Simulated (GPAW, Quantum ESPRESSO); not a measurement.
Consider TiTe2 (P-3m1).

```xyz
3
Lattice="3.7770 0.0000 0.0000 -1.8885 3.2710 0.0000 0.0000 0.0000 6.4980" Properties=species:S:1:pos:R:3 pbc="T T T"
Te    0.0000    2.1807    4.7903
Te    1.8885    1.0903    1.7077
Ti    0.0000    0.0000    0.0000
```

Absorber: atom 3, with 6 Te at 2.77 Å (octahedral, site symmetry -3m). Method: GPAW, LDA, excited-electron core hole (neutral cell), 9-atom cell with 6.5 Å between holes, 3×4×4 k points, dipole transitions, Gaussian full width 0.9 eV up to 4 eV, rising linearly to 3.5 eV at 25 eV.

Where do the maxima of the Ti L₃ edge fall?

Main maxima up to 30 eV above the zero (height): 0.5 eV (6.65) and 7.5 eV (0.61). At an L edge the dipole rule selects empty d (and weakly s) states on the absorber, and the strong line at the onset measures the empty part of its d band. 2p–3d multiplets, which reshape such L edges, aren't in a one-electron spectrum. The total-energy difference is 455.70 eV. Two terms are added: -1.48 eV, since the hole is spin-paired here and a spin-polarised one costs that much less in the free atom (computed apart); −2.13 eV, a third of the tabulated L₂–L₃ splitting, since the scalar-relativistic hole is their mean. The photon energy is then 452.09 eV. The tabulated edge of the element is 453.8 eV. The functional leaves an error of a few eV in such absolute values.

The Ti L₃ spectrum (energy from the lowest empty level; intensity scaled to a mean of 1 over the first 20 eV; polarised curves are means over the symmetry-equivalent atoms):

| E (eV) | isotropic | ε ⊥ c | ε ∥ c |
| --- | --- | --- | --- |
| -2.0 | 0.00 | 0.00 | 0.00 |
| -1.5 | 0.00 | 0.00 | 0.00 |
| -1.0 | 0.06 | 0.06 | 0.07 |
| -0.5 | 1.16 | 1.14 | 1.21 |
| 0.0 | 4.91 | 4.97 | 4.79 |
| 0.5 | 6.65 | 7.33 | 5.29 |
| 1.0 | 5.49 | 5.94 | 4.59 |
| 1.5 | 4.29 | 3.92 | 5.02 |
| 2.0 | 4.01 | 3.57 | 4.88 |
| 2.5 | 2.76 | 2.57 | 3.15 |
| 3.0 | 1.12 | 1.08 | 1.21 |
| 3.5 | 0.26 | 0.26 | 0.27 |
| 4.0 | 0.07 | 0.07 | 0.07 |
| 4.5 | 0.12 | 0.13 | 0.09 |
| 5.0 | 0.18 | 0.20 | 0.15 |
| 5.5 | 0.29 | 0.30 | 0.26 |
| 6.0 | 0.42 | 0.44 | 0.37 |
| 6.5 | 0.48 | 0.51 | 0.40 |
| 7.0 | 0.56 | 0.59 | 0.49 |
| 7.5 | 0.61 | 0.64 | 0.57 |
| 8.0 | 0.56 | 0.57 | 0.55 |
| 8.5 | 0.46 | 0.45 | 0.48 |
| 9.0 | 0.40 | 0.39 | 0.43 |
| 9.5 | 0.41 | 0.40 | 0.43 |
| 10.0 | 0.43 | 0.42 | 0.44 |
| 10.5 | 0.43 | 0.43 | 0.43 |
| 11.0 | 0.44 | 0.45 | 0.42 |
| 11.5 | 0.45 | 0.46 | 0.43 |
| 12.0 | 0.44 | 0.45 | 0.44 |
| 12.5 | 0.43 | 0.42 | 0.45 |
| 13.0 | 0.43 | 0.42 | 0.45 |
| 13.5 | 0.43 | 0.43 | 0.45 |
| 14.0 | 0.44 | 0.44 | 0.43 |
| 14.5 | 0.43 | 0.45 | 0.41 |
| 15.0 | 0.42 | 0.43 | 0.40 |
| 15.5 | 0.41 | 0.41 | 0.40 |
| 16.0 | 0.40 | 0.40 | 0.40 |
| 16.5 | 0.39 | 0.39 | 0.40 |
| 17.0 | 0.38 | 0.38 | 0.39 |
| 17.5 | 0.37 | 0.37 | 0.38 |
| 18.0 | 0.37 | 0.36 | 0.38 |
| 18.5 | 0.37 | 0.36 | 0.39 |
| 19.0 | 0.37 | 0.36 | 0.40 |
| 19.5 | 0.38 | 0.36 | 0.40 |
| 20.0 | 0.38 | 0.37 | 0.41 |
| 20.5 | 0.38 | 0.37 | 0.40 |
| 21.0 | 0.38 | 0.37 | 0.39 |
| 21.5 | 0.37 | 0.37 | 0.38 |
| 22.0 | 0.36 | 0.36 | 0.37 |
| 22.5 | 0.36 | 0.36 | 0.35 |
| 23.0 | 0.35 | 0.35 | 0.34 |
| 23.5 | 0.34 | 0.35 | 0.33 |
| 24.0 | 0.34 | 0.35 | 0.33 |
| 24.5 | 0.34 | 0.35 | 0.32 |
| 25.0 | 0.35 | 0.36 | 0.33 |
| 25.5 | 0.35 | 0.37 | 0.33 |
| 26.0 | 0.36 | 0.37 | 0.34 |
| 26.5 | 0.37 | 0.38 | 0.35 |
| 27.0 | 0.38 | 0.39 | 0.36 |
| 27.5 | 0.39 | 0.40 | 0.37 |
| 28.0 | 0.39 | 0.40 | 0.38 |
| 28.5 | 0.40 | 0.40 | 0.39 |
| 29.0 | 0.40 | 0.40 | 0.39 |
| 29.5 | 0.40 | 0.40 | 0.39 |
| 30.0 | 0.39 | 0.39 | 0.39 |
| 30.5 | 0.38 | 0.38 | 0.39 |
| 31.0 | 0.38 | 0.37 | 0.39 |
| 31.5 | 0.37 | 0.36 | 0.38 |
| 32.0 | 0.36 | 0.35 | 0.37 |

One-electron theory leaves out the 2p–3d multiplets that shape measured L edges of 3d elements, and the L₂ edge isn't added. The unit cell's mesh shows no gap over 0.35 eV. That is right for a metallic compound; for a small-gap or correlated insulator it would be the fault of the functional or of the assumed magnetic order, and the hole would be screened too well. The mesh is coarse (0.32 Å⁻¹ between points), so small maxima may be mesh ripples. The structure is a published determination, not relaxed.

[Banner, clock and machine lines of the logs are left out without a mark of their own.]

[Logs are printed without paths, hosts, clocks, repeated set-up lines and the standing remarks that a program may print on its own settings, such as how far it seeks lower states.]

[Hosts, paths, dates, database ids (printed as entryN), source tags and the programs' standing remarks are cut or masked in the printed files.]

[Lists of maxima count a maximum above −3 eV only where it reaches 4 % of the highest in the window and stands out from its surroundings by 2 % of it (1.5 % where it reaches 55 %); shoulders and weaker maxima are passed over, and of the rest the first, up to two pre-edge ones and the few strongest are named.]
